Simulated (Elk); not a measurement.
# Optical conductivity and Kerr rotation of InCo3N, part 2 of 2

How strongly does InCo3N turn reflected light?

Elk 11.2.3 (patched build); PBEsol; all-electron APW+lo, Dirac cores, scalar-relativistic bands with second-variational spin-orbit coupling.

So far. Step 2 (Ground state with spin–orbit coupling): After 26 cycles the largest moment stands at 0.883 μB.

### Step 4. Optics with a broadening of 0.49 eV

The broadening stands for the lifetime of the excited states; it lowers and widens the peaks.

elk.in

```
tasks
  121
  122

xctype
  22

rgkmax
  7.0

nempty
  14

swidth
  0.018

reducebf
  0.5

epsengy
  1e-05

maxscl
  100

lmaxi
  3

spinpol
  .true.

spinorb
  .true.

cmagz
  .true.

intraband
  .false.

sppath
  './'

avec
  7.23217349094 0.00000000000 0.00000000000
  0.00000000000 7.23217349094 0.00000000000
  0.00000000000 0.00000000000 7.23217349094

atoms
  3
  'In.in'
  1
  0.0000000000 0.0000000000 0.0000000000   0.000000 0.000000 0.000000
  'Co.in'
  3
  0.5000000000 0.5000000000 0.0000000000   0.000000 0.000000 -0.000100
  0.5000000000 0.0000000000 0.5000000000   0.000000 0.000000 -0.000100
  0.0000000000 0.5000000000 0.5000000000   0.000000 0.000000 -0.000100
  'N.in'
  1
  0.5000000000 0.5000000000 0.5000000000   0.000000 0.000000 0.000000

ngridk
  10 10 10

wplot
  240 100 0
  0.00000 0.30000

optcomp
  1 1
  1 2
  3 3
```

Run with:

```
$ OMP_NUM_THREADS=4 elk
```

Log:

```text
┌─────────────────────────────────┐
│ Elk code version 11.2.3 started │
└─────────────────────────────────┘

Info(readinput): the functional depends on the density's gradient
 muffin-tin radial points multiplied by    2.00000
 (not where nrmtscf is given)

┌────────────────────┐
│ Current task : 121 │
└────────────────────┘

Info(checkmt): changed muffin-tin radius of species 2 (Co) from   2.4000 to   2.0378
Info(checkmt): changed muffin-tin radius of species 3 (N) from   1.8000 to   1.5283

Info(dielectric):
 dielectric tensor written to EPSILON_ij.OUT
 optical conductivity written to SIGMA_ij.OUT
 for components
  i = 1, j = 1
  i = 1, j = 2
  i = 3, j = 3

┌────────────────────┐
│ Current task : 122 │
└────────────────────┘

Warning(chksvso): spin-orbit splittings by the second variation are low [figures from our tests cut]: local-orbitals by j (lorbdm 7 and 8, zora) mend levels alone

Info(dielectric):
 dielectric tensor written to EPSILON_ij.OUT
 optical conductivity written to SIGMA_ij.OUT
 for components
  i = 1, j = 1
  i = 1, j = 2

Info(moke):
 complex Kerr angle in degrees written to KERR.OUT

┌──────────────────┐
│ Elk code stopped │
└──────────────────┘
```

It took 1.8 min on 4 threads of Arm Neoverse V1, shared host; peak memory 0.05 GiB; 7.2 min of CPU time.

Intraband term left out, so in a metal the low energies lack the Drude part. The polar Kerr angle by photon energy; values in degrees:

| photon energy (eV) | rotation | ellipticity |
| --- | --- | --- |
| 0.00 | 0 | 0 |
| 0.25 | 0.287 | -0.0679 |
| 0.50 | 0.296 | 0.0672 |
| 0.75 | 0.206 | 0.0994 |
| 1.00 | 0.169 | 0.0420 |
| 1.25 | 0.219 | 0.00134 |
| 1.50 | 0.287 | 0.0349 |
| 1.75 | 0.315 | 0.117 |
| 2.00 | 0.284 | 0.207 |
| 2.25 | 0.205 | 0.264 |
| 2.50 | 0.114 | 0.263 |
| 2.75 | 0.0665 | 0.214 |
| 3.00 | 0.0660 | 0.198 |
| 3.25 | 0.0341 | 0.207 |
| 3.50 | -0.0110 | 0.184 |
| 3.75 | -0.0339 | 0.144 |
| 4.00 | -0.0420 | 0.109 |
| 4.25 | -0.0426 | 0.0785 |
| 4.50 | -0.0430 | 0.0481 |
| 4.75 | -0.0334 | 0.00908 |
| 5.00 | 1.1e-4 | -0.0287 |
| 5.25 | 0.0561 | -0.0400 |
| 5.50 | 0.102 | -0.0139 |
| 5.75 | 0.124 | 0.0232 |
| 6.00 | 0.128 | 0.0663 |
| 6.25 | 0.106 | 0.104 |
| 6.50 | 0.0731 | 0.118 |
| 6.75 | 0.0452 | 0.125 |
| 7.00 | 0.00287 | 0.118 |
| 7.25 | -0.0204 | 0.0798 |
| 7.50 | -0.0177 | 0.0480 |
| 7.75 | -0.00600 | 0.0240 |
| 8.00 | 0.0142 | 0.0143 |

Intraband term left out, so in a metal the low energies lack the Drude part. Optical conductivity against photon energy:

| photon energy (eV) | Re sigma xx (S/cm) | Im sigma xx (S/cm) | Re sigma xy (S/cm) | Im sigma xy (S/cm) | Re sigma zz (S/cm) | Im sigma zz (S/cm) |
| --- | --- | --- | --- | --- | --- | --- |
| 0.0 | 2604 | 0 | -131 | 0 | 2641 | 0 |
| 0.5 | 2797 | -673 | -80.1 | -60.0 | 2810 | -655 |
| 1.0 | 3346 | -982 | -45.4 | -29.9 | 3353 | -971 |
| 1.5 | 3714 | -955 | -74.5 | -41.0 | 3720 | -943 |
| 2.0 | 3724 | -1005 | -49.8 | -75.5 | 3724 | -995 |
| 2.5 | 4047 | -1502 | -14.9 | -77.0 | 4048 | -1495 |
| 3.0 | 4861 | -1591 | -3.16 | -67.2 | 4859 | -1586 |
| 3.5 | 5480 | -1406 | 26.6 | -58.1 | 5480 | -1403 |
| 4.0 | 6347 | -1218 | 34.0 | -31.3 | 6347 | -1213 |
| 4.5 | 7569 | 36.4 | 30.1 | -2.70 | 7567 | 38.0 |
| 5.0 | 6978 | 2011 | -10.9 | 4.67 | 6979 | 2013 |
| 5.5 | 5728 | 2515 | -11.2 | -30.1 | 5728 | 2518 |
| 6.0 | 4958 | 2505 | 11.4 | -33.7 | 4958 | 2506 |
| 6.5 | 4359 | 2255 | 20.7 | -17.7 | 4360 | 2257 |
| 7.0 | 4164 | 1816 | 19.0 | -5.78 | 4165 | 1817 |
| 7.5 | 4345 | 1518 | 8.54 | -0.325 | 4347 | 1521 |
| 8.0 | 4736 | 1667 | 1.47 | -3.42 | 4737 | 1670 |

### Step 5. Optics with a broadening of 0.30 eV

The broadening stands for the lifetime of the excited states; it lowers and widens the peaks.

elk.in, as its differences from that of step 4:

```diff
@@ -14,3 +14,3 @@
 swidth
-  0.018
+  0.011
```

Run with:

```
$ OMP_NUM_THREADS=4 elk
```

Log:

```text
┌─────────────────────────────────┐
│ Elk code version 11.2.3 started │
└─────────────────────────────────┘

Info(readinput): the functional depends on the density's gradient
 muffin-tin radial points multiplied by    2.00000
 (not where nrmtscf is given)

┌────────────────────┐
│ Current task : 121 │
└────────────────────┘

Info(checkmt): changed muffin-tin radius of species 2 (Co) from   2.4000 to   2.0378
Info(checkmt): changed muffin-tin radius of species 3 (N) from   1.8000 to   1.5283

Info(dielectric):
 dielectric tensor written to EPSILON_ij.OUT
 optical conductivity written to SIGMA_ij.OUT
 for components
  i = 1, j = 1
  i = 1, j = 2
  i = 3, j = 3

┌────────────────────┐
│ Current task : 122 │
└────────────────────┘

Warning(chksvso): spin-orbit splittings by the second variation are low [figures from our tests cut]: local-orbitals by j (lorbdm 7 and 8, zora) mend levels alone

Info(dielectric):
 dielectric tensor written to EPSILON_ij.OUT
 optical conductivity written to SIGMA_ij.OUT
 for components
  i = 1, j = 1
  i = 1, j = 2

Info(moke):
 complex Kerr angle in degrees written to KERR.OUT

┌──────────────────┐
│ Elk code stopped │
└──────────────────┘
```

The job ended after 1.8 min (4 threads; peak memory 0.05 GiB; 7.2 min of CPU time).

Intraband term left out, so in a metal the low energies lack the Drude part. The polar Kerr angle by photon energy; values in degrees:

| photon energy (eV) | rotation | ellipticity |
| --- | --- | --- |
| 0.00 | 0 | 0 |
| 0.25 | 0.467 | -0.0205 |
| 0.50 | 0.352 | 0.241 |
| 0.75 | 0.127 | 0.210 |
| 1.00 | 0.0769 | 0.0305 |
| 1.25 | 0.216 | -0.0718 |
| 1.50 | 0.353 | 0.00236 |
| 1.75 | 0.398 | 0.134 |
| 2.00 | 0.345 | 0.281 |
| 2.25 | 0.222 | 0.362 |
| 2.50 | 0.0566 | 0.348 |
| 2.75 | -0.00481 | 0.200 |
| 3.00 | 0.0944 | 0.195 |
| 3.25 | 0.0250 | 0.259 |
| 3.50 | -0.0564 | 0.218 |
| 3.75 | -0.0689 | 0.144 |
| 4.00 | -0.0758 | 0.112 |
| 4.25 | -0.0603 | 0.0757 |
| 4.50 | -0.0745 | 0.0493 |
| 4.75 | -0.0738 | -0.00562 |
| 5.00 | -0.0308 | -0.0743 |
| 5.25 | 0.0698 | -0.101 |
| 5.50 | 0.140 | -0.0337 |
| 5.75 | 0.157 | 0.0109 |
| 6.00 | 0.171 | 0.0769 |
| 6.25 | 0.128 | 0.143 |
| 6.50 | 0.0677 | 0.140 |
| 6.75 | 0.0613 | 0.150 |
| 7.00 | -0.0340 | 0.171 |
| 7.25 | -0.0586 | 0.0745 |
| 7.50 | -0.0372 | 0.0406 |
| 7.75 | -0.0289 | 0.00481 |
| 8.00 | 0.0261 | -0.00436 |

### Step 6. The strongest peak

The largest local extreme of the rotation above 1.5 eV, for majority spin along +z:

| broadening (eV) | energy (eV) | rotation (°) | ellipticity (°) | rotation at 1.96 eV (°) |
| --- | --- | --- | --- | --- |
| 0.49 | 1.73 | 0.315 | 0.111 | 0.292 |
| 0.30 | 1.77 | 0.398 | 0.145 | 0.361 |

### Step 7. What came out

```json
{
  "net spin moment": "2.61 μB a cell",
  "strongest peak above 1.5 eV": "0.31° at 1.7 eV",
  "rotation at 1.96 eV": "0.29°"
}
```

In words: Above 1.5 eV the rotation peaks at 1.73 eV, with 0.31° for majority spin along +z at a broadening of 0.49 eV. The run's majority spin points along +z; the magnetisation points the other way, and the angle changes sign with it. The intraband (Drude) term is left out, which matters in a metal: most under about 1.5 eV, and higher wherever the diagonal response is small. Between 0.3 and 1.5 eV the same spectrum reaches a larger 0.32° at 0.37 eV, where it is less sure. These are independent-particle spectra on a 10×10×10 mesh, not shown converged. With a GGA and lmaxo under 10 this build's totals carry angular errors that reach some ten meV an atom in oxides, so smaller differences are in doubt.

[Logs and program files are shortened in this print: banners, set-up blocks, solver, clock and traceback lines can be left out without a mark of their own.]

[Logs are printed without paths, hosts, clocks, repeated set-up lines and the standing remarks that a program may print on its own settings, such as how far it seeks lower states.]

[Hosts, paths, dates, database ids (printed as entryN), source tags and the programs' standing remarks are cut or masked in the printed files.]

[Where a cell is said to come from a database of computed structures, the database is the Materials Project.]
